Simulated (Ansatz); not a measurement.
# Lattice dynamics of LaP (Fm-3m)

Wanted: vibrations and spectra of LaP (Fm-3m); the cell is already relaxed. After the zone centre comes a 4×4×4 q mesh on a 12×12×12 k mesh.

Main program and level: Ansatz 0.2.0; DFT PBEsol, scalar-relativistic, plane waves, PAW.

### Step 1. The starting structure

It takes space group Fm-3m (No. 225, cubic). The conventional cell has a = 5.979 Å, b = 5.979 Å, c = 5.979 Å, α = 90.00°, β = 90.00°, γ = 90.00°. Nearest to La lie 6 P at 2.99 Å. Nearest to P lie 6 La at 2.99 Å. Farther neighbours are not listed.

### Step 2. Zone-centre response

The cell comes from relaxations at this level that are not shown. The zone centre comes first: it holds the modes that light can see, as far as symmetry allows. No field response is asked, since the mesh shows no gap.

Input file input.yaml:

```yaml
crystal:
  lattice:
    - [0.0, 2.9893524227, 2.9893524227]
    - [2.9893524227, 0.0, 2.9893524227]
    - [2.9893524227, 2.9893524227, 0.0]
  atoms:
    - { symbol: La, position: [0.0, 0.0, 0.0] }
    - { symbol: P, position: [0.5, 0.5, 0.5] }
kpoints:
  mp_grid: { grid: [12, 12, 12] }
hamiltonian:
  xc: pbesol
scf:
  occupations: { method: methfessel_paxton, width: 0.15 }
output:
  eigenvalues: true
phonons:
  method: dfpt
```

The run is started by

```sh
$ ansatz run input.yaml --threads 4 --pin off --max-ram 7168MiB --backend cpu --events-out ev --progress --plain --runs-dir out
```

The runs that follow: the dispersion. Settings of the main run: cutoff 420 eV, 12×12×12 k-mesh, 4×4×4 q-mesh, Methfessel-Paxton occupations, smearing width 0.15 eV.

What does the calculation give for the highest optical mode at the zone centre and lowest optical zone-centre mode?

At high temperature every mode holds k_B, so the heat capacity tends to 3R = 24.94 J/(mol K) a mole of atoms; it reaches 24.81 at 1000 K. The structure is a minimum as far as tested: no mode is imaginary at the 8 irreducible wavevectors of the 4×4×4 mesh, and the softest away from the acoustic zeros lies at 61 cm⁻¹. The optical modes at Γ form one degenerate level at 161 cm⁻¹.

```
volume per atom                                         : 26.7 Å³
electronic character                                    : no gap on this mesh
highest optical mode at the zone centre (no LO-TO term) : 161 cm⁻¹
lowest optical zone-centre mode                         : 161 cm⁻¹
lowest mode on the q mesh (acoustic modes at Γ apart)   : 60.9 cm⁻¹
highest frequency on the path or at a solved wavevector : 283 cm⁻¹
heat capacity at 300 K                                  : 23.6 J/(mol atoms K)
Debye temperature (second moment)                       : 325 K
imaginary modes on the 4×4×4 q mesh                     : none
```

The highest mode in this list at Γ, 160.8 cm⁻¹, is mostly motion of P (82 % of the kinetic energy). With no gap, or one that is small against the smearing, the frequencies hang on the k mesh and the smearing, most of all near Kohn anomalies. A semilocal functional can close a gap that the real compound would have, so the metallic treatment may be an artefact of the level. Spin-orbit coupling is left out, which can matter for the heavy elements here. These are harmonic frequencies at zero temperature: anharmonic shifts, linewidths and thermal expansion are left out.

[Logs are printed without paths, hosts, clocks, repeated set-up lines and the standing remarks that a program may print on its own settings, such as how far it seeks lower states.]

[Hosts, paths, dates, database ids (printed as entryN), source tags and the programs' standing remarks are cut or masked in the printed files.]
